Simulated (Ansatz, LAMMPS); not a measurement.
# Local environments in ionic liquid Pyr13+ triflate with water at 450 K (143 atoms)

Density of this cell: 1.27 g/cm³. The cell holds 143 atoms: 36 C, 4 N, 74 H, 13 O, 4 S and 12 F. Its edges and angles: a = 11.389 Å, b = 11.389 Å, c = 11.389 Å, α = 90.0°, β = 90.0°, γ = 90.0°. 4 Pyr13+, 4 triflate, 1 H2O placed at random, at 1.27 g/cm³; overlaps pushed apart, then 10 ps at 700 K with MMFF94 bonds, angles, torsions, charges and radii (Halgren, J. Comput. Chem. 17, 490 (1996)) in harmonic and 12-6 forms; SPC/E water (Berendsen, Grigera and Straatsma, J. Phys. Chem. 91, 6269 (1987)); charges of ions scaled by 0.8. Snapshot after 30 ps at 450 K and fixed volume.

Method: Kohn-Sham DFT, PBE+D4, PAW (set soft_2), plane waves (Ansatz 0.2.0; cutoff 420 eV, Γ point, fixed occupations), at the geometry as built.

The whole cell was solved; only parts of it are printed.

A closer look about S110, which bears the longest force: 22 atoms, nearest first, numbered in the order of the input, with positions taken from that point.

| atom | x | y | z | distance (Å) | bonds | intrinsic-atomic-orbital charge (e) | Fx | Fy | Fz (eV/Å) |
| --- | --- | --- | --- | --- | --- | --- | --- | --- | --- |
| S110 | 0.00 | 0.00 | 0.00 | 0.00 | 4 | 2.24 | -5.40 | 1.53 | 1.09 |
| O109 | -0.31 | -0.91 | -1.08 | 1.44 | 1 | -0.96 | -0.10 | -2.04 | -0.90 |
| O111 | -0.28 | 1.35 | -0.46 | 1.45 | 1 | -0.96 | 0.38 | 1.16 | 0.29 |
| O112 | -0.64 | -0.33 | 1.32 | 1.50 | 1 | -0.94 | 1.29 | 0.13 | -1.44 |
| C113 | 1.71 | -0.06 | 0.20 | 1.72 | 4 | 0.53 | 3.76 | -1.92 | 0.18 |
| F114 | 2.19 | -1.15 | -0.54 | 2.53 | 1 | -0.30 | 0.10 | 0.78 | 0.31 |
| F115 | 2.03 | -0.36 | 1.49 | 2.54 | 1 | -0.25 | 0.35 | 0.97 | -0.48 |
| F116 | 2.40 | 1.02 | -0.27 | 2.62 | 1 | -0.26 | -0.40 | -0.56 | 0.78 |
| H20 | -0.18 | -2.66 | 0.92 | 2.82 | 1 | 0.22 | -0.26 | 3.28 | -2.56 |
| H11 | 0.63 | 2.28 | 1.77 | 2.95 | 1 | 0.19 | 0.26 | 0.87 | 0.41 |
| H42 | 0.95 | 0.38 | -2.96 | 3.13 | 1 | 0.20 | -0.62 | -0.22 | 0.13 |
| H97 | -3.11 | 0.11 | 0.59 | 3.17 | 1 | 0.21 | 0.43 | -0.15 | 0.48 |
| H96 | -2.99 | 0.72 | -1.04 | 3.25 | 1 | 0.22 | 2.82 | -0.19 | -2.53 |
| H107 | -2.87 | -1.85 | -0.18 | 3.41 | 1 | 0.17 | -1.27 | -0.40 | -0.97 |
| H37 | 1.55 | 2.41 | -2.22 | 3.62 | 1 | 0.20 | -0.38 | 0.08 | 0.77 |
| C84 | -3.61 | 0.48 | -0.29 | 3.66 | 4 | -0.26 | -2.91 | -0.99 | 0.72 |
| H18 | 0.33 | -3.58 | -0.90 | 3.70 | 1 | 0.22 | 0.10 | 0.32 | 0.31 |
| C6 | -0.41 | -3.34 | 1.62 | 3.74 | 4 | -0.26 | -0.71 | -2.72 | 1.32 |
| H46 | -0.97 | -0.19 | -3.65 | 3.78 | 1 | 0.22 | -0.45 | -0.69 | 2.45 |
| H91 | -2.69 | 2.49 | 1.07 | 3.81 | 1 | 0.17 | 0.23 | 0.25 | -0.51 |
| C1 | 0.49 | 3.30 | 2.22 | 4.01 | 4 | -0.52 | -0.73 | -0.90 | -0.10 |
| H21 | 0.47 | -3.35 | 2.19 | 4.03 | 1 | 0.21 | 1.13 | 0.02 | 1.64 |

The column of bonds counts only the pairs H-C within 1.34 Å, H-O within 1.21 Å, C-C within 1.85 Å, C-F within 1.62 Å, C-N within 1.79 Å, C-S within 2.21 Å, O-S within 1.93 Å; other neighbours, such as metal atoms beside each other in a compound, aren't counted, and periodic images can show an atom twice.

The surroundings of N4, one of the 4 N atoms, nearest first, numbered as they follow in the input and with coordinates relative to it.

| atom | x | y | z | distance (Å) | bonds | intrinsic-atomic-orbital charge (e) | Fx | Fy | Fz (eV/Å) |
| --- | --- | --- | --- | --- | --- | --- | --- | --- | --- |
| N4 | 0.00 | 0.00 | 0.00 | 0.00 | 4 | 0.11 | -1.00 | 1.64 | -0.64 |
| C3 | 0.44 | -1.04 | 0.88 | 1.43 | 4 | -0.25 | -2.41 | -2.70 | 1.26 |
| C5 | 1.00 | 0.27 | -1.05 | 1.47 | 4 | -0.44 | -2.34 | -0.17 | -0.98 |
| C9 | -1.41 | -0.11 | -0.51 | 1.50 | 4 | -0.21 | 0.29 | 0.84 | -1.37 |
| C6 | -0.10 | 1.29 | 0.80 | 1.52 | 4 | -0.26 | -0.71 | -2.72 | 1.32 |
| H17 | 1.84 | 0.50 | -0.49 | 1.97 | 1 | 0.21 | 2.35 | 0.42 | 0.38 |
| H20 | 0.13 | 1.97 | 0.11 | 1.98 | 1 | 0.22 | -0.26 | 3.28 | -2.56 |
| H15 | 1.36 | -0.77 | 1.25 | 2.00 | 1 | 0.21 | 2.67 | 0.92 | 1.06 |
| H19 | 0.98 | -0.61 | -1.65 | 2.01 | 1 | 0.22 | 0.85 | -1.09 | -0.72 |
| H21 | 0.78 | 1.28 | 1.37 | 2.03 | 1 | 0.21 | 1.13 | 0.02 | 1.64 |
| H26 | -1.50 | 0.77 | -1.19 | 2.07 | 1 | 0.18 | 0.15 | -0.63 | 0.19 |
| H18 | 0.64 | 1.05 | -1.72 | 2.11 | 1 | 0.22 | 0.10 | 0.32 | 0.31 |
| H16 | -0.24 | -1.15 | 1.76 | 2.12 | 1 | 0.17 | 0.16 | 0.80 | -0.33 |
| H27 | -1.58 | -0.98 | -1.14 | 2.18 | 1 | 0.21 | 0.02 | -0.26 | 0.33 |
| C8 | -2.24 | 0.16 | 0.69 | 2.35 | 4 | -0.32 | -1.18 | -0.68 | -0.28 |
| C7 | -1.43 | 1.20 | 1.46 | 2.37 | 4 | -0.39 | -1.16 | 0.91 | -1.18 |
| C2 | 0.49 | -2.43 | 0.34 | 2.50 | 4 | -0.30 | -0.28 | -0.41 | -1.05 |
| H14 | -0.55 | -2.66 | -0.10 | 2.72 | 1 | 0.16 | 1.64 | -0.03 | 0.15 |
| H25 | -2.42 | -0.77 | 1.27 | 2.84 | 1 | 0.15 | -0.08 | 0.45 | -0.14 |
| H13 | 1.31 | -2.52 | -0.35 | 2.86 | 1 | 0.18 | -0.23 | 0.06 | -0.99 |
| H22 | -1.41 | 0.86 | 2.42 | 2.93 | 1 | 0.22 | 0.73 | -0.95 | 3.02 |
| H24 | -3.20 | 0.56 | 0.33 | 3.27 | 1 | 0.19 | 0.02 | -0.37 | 0.33 |
| H23 | -2.04 | 2.09 | 1.57 | 3.32 | 1 | 0.20 | 0.38 | 0.72 | -0.49 |

The column of bonds counts only the pairs H-C within 1.34 Å, H-O within 1.21 Å, C-C within 1.85 Å, C-F within 1.62 Å, C-N within 1.79 Å, C-S within 2.21 Å, O-S within 1.93 Å; other neighbours, such as metal atoms beside each other in a compound, aren't counted, and periodic images can show an atom twice.

Local excerpt of 22 atoms (numbers count through the whole input) about H96, picked at random; x, y, z are measured from there.

| atom | x | y | z | distance (Å) | bonds | intrinsic-atomic-orbital charge (e) | Fx | Fy | Fz (eV/Å) |
| --- | --- | --- | --- | --- | --- | --- | --- | --- | --- |
| H96 | 0.00 | 0.00 | 0.00 | 0.00 | 1 | 0.22 | 2.82 | -0.19 | -2.53 |
| C84 | -0.62 | -0.24 | 0.76 | 1.01 | 4 | -0.26 | -2.91 | -0.99 | 0.72 |
| H97 | -0.12 | -0.61 | 1.63 | 1.75 | 1 | 0.21 | 0.43 | -0.15 | 0.48 |
| C83 | -1.30 | 1.08 | 0.94 | 1.93 | 4 | -0.33 | -0.85 | -2.18 | -0.71 |
| N85 | -1.55 | -1.37 | 0.28 | 2.09 | 4 | 0.08 | -0.53 | -1.64 | 1.71 |
| H104 | -0.33 | -0.81 | -1.93 | 2.12 | 1 | 0.17 | 1.64 | 1.21 | -0.56 |
| H94 | -1.81 | 1.36 | 0.04 | 2.26 | 1 | 0.18 | -0.70 | 0.16 | -0.75 |
| C82 | -0.28 | 2.04 | 1.20 | 2.39 | 4 | -0.51 | 3.31 | 1.76 | -0.41 |
| H93 | 0.38 | 2.37 | 0.30 | 2.42 | 1 | 0.16 | -0.68 | -1.12 | 1.46 |
| C87 | -2.08 | -1.22 | -1.11 | 2.65 | 4 | -0.23 | -1.61 | 2.22 | 1.27 |
| H102 | -2.37 | -0.17 | -1.19 | 2.66 | 1 | 0.18 | -0.28 | 0.18 | -0.23 |
| H107 | 0.12 | -2.57 | 0.86 | 2.71 | 1 | 0.17 | -1.27 | -0.40 | -0.97 |
| C88 | -1.00 | -1.61 | -1.97 | 2.73 | 4 | -0.34 | -0.49 | -0.66 | -0.67 |
| H91 | 0.30 | 1.77 | 2.11 | 2.77 | 1 | 0.17 | 0.23 | 0.25 | -0.51 |
| H95 | -1.99 | 1.05 | 1.74 | 2.84 | 1 | 0.19 | -1.16 | 0.10 | 1.19 |
| C90 | -0.81 | -2.72 | 0.19 | 2.84 | 4 | -0.22 | 3.13 | 3.58 | 1.38 |
| O111 | 2.71 | 0.63 | 0.59 | 2.85 | 1 | -0.96 | 0.38 | 1.16 | 0.29 |
| C89 | -0.51 | -2.83 | -1.22 | 3.12 | 4 | -0.36 | 0.80 | -1.36 | -2.52 |
| O109 | 2.68 | -1.63 | -0.03 | 3.14 | 1 | -0.96 | -0.10 | -2.04 | -0.90 |
| S110 | 2.99 | -0.72 | 1.04 | 3.25 | 4 | 2.24 | -5.40 | 1.53 | 1.09 |
| H105 | 0.55 | -2.93 | -1.34 | 3.27 | 1 | 0.21 | 0.72 | -0.67 | -0.56 |
| H92 | -0.80 | 2.92 | 1.40 | 3.33 | 1 | 0.21 | -0.81 | 2.25 | 0.78 |

The column of bonds counts only the pairs H-C within 1.34 Å, H-O within 1.21 Å, C-C within 1.85 Å, C-F within 1.62 Å, C-N within 1.79 Å, C-S within 2.21 Å, O-S within 1.93 Å; other neighbours, such as metal atoms beside each other in a compound, aren't counted, and periodic images can show an atom twice.

Neighbours are counted within 1.34 Å (H-C), 1.21 Å (H-O), 1.85 Å (C-C), 1.62 Å (C-F), 1.79 Å (C-N), 2.21 Å (C-S), 1.93 Å (O-S).

Length of the force by element and coordination:

| element | coordination | atoms | mean length of the force (eV/Å) | spread | least | most |
| --- | --- | --- | --- | --- | --- | --- |
| C | all | 36 | 2.31 | 1.05 | 0.613 | 4.95 |
| F | all | 12 | 1.01 | 0.472 | 0.365 | 2.01 |
| H | all | 74 | 1.34 | 0.876 | 0.244 | 4.17 |
| N | all | 4 | 3.01 | 0.916 | 2.03 | 4.44 |
| O | all | 13 | 1.61 | 0.833 | 0.251 | 3.74 |
| O | 1 | 12 | 1.72 | 0.765 | 0.568 | 3.74 |
| O | 2 | 1 | 0.251 | 0 | 0.251 | 0.251 |
| S | all | 4 | 3.15 | 1.61 | 1.54 | 5.72 |

Intrinsic-atomic-orbital charges by element and coordination:

| element | coordination | atoms | mean charge (e) | spread | least | most |
| --- | --- | --- | --- | --- | --- | --- |
| C | all | 36 | -0.238 | 0.292 | -0.577 | 0.557 |
| F | all | 12 | -0.275 | 0.0235 | -0.311 | -0.236 |
| H | all | 74 | 0.199 | 0.0351 | 0.149 | 0.378 |
| N | all | 4 | 0.0906 | 0.0116 | 0.0781 | 0.107 |
| O | all | 13 | -0.943 | 0.0323 | -0.968 | -0.837 |
| O | 1 | 12 | -0.952 | 0.0106 | -0.968 | -0.935 |
| O | 2 | 1 | -0.837 | 0 | -0.837 | -0.837 |
| S | all | 4 | 2.26 | 0.0154 | 2.24 | 2.29 |

The force components of 1.2 eV/Å r.m.s. hold both thermal displacement and the mismatch between the potential that made the cell and DFT, above all in bond lengths inside molecules. The network of contacts between molecules at the start is that of the classical potential that made the cell, and needn't be the one that DFT or experiment would give. The density was typed from a rule of thumb and may lie off the real one at this temperature. Only the Γ point is sampled, in a cell whose shortest periodic width is 11 Å.

[Hosts, paths, dates, database ids (printed as entryN), source tags and the programs' standing remarks are cut or masked in the printed files.]

[The MMFF94 radii named for the starting cell were scaled by 0.96; in molecules described by MMFF94, hydrogen bound to N, O or S took a small fixed 12-6 site in their place.]
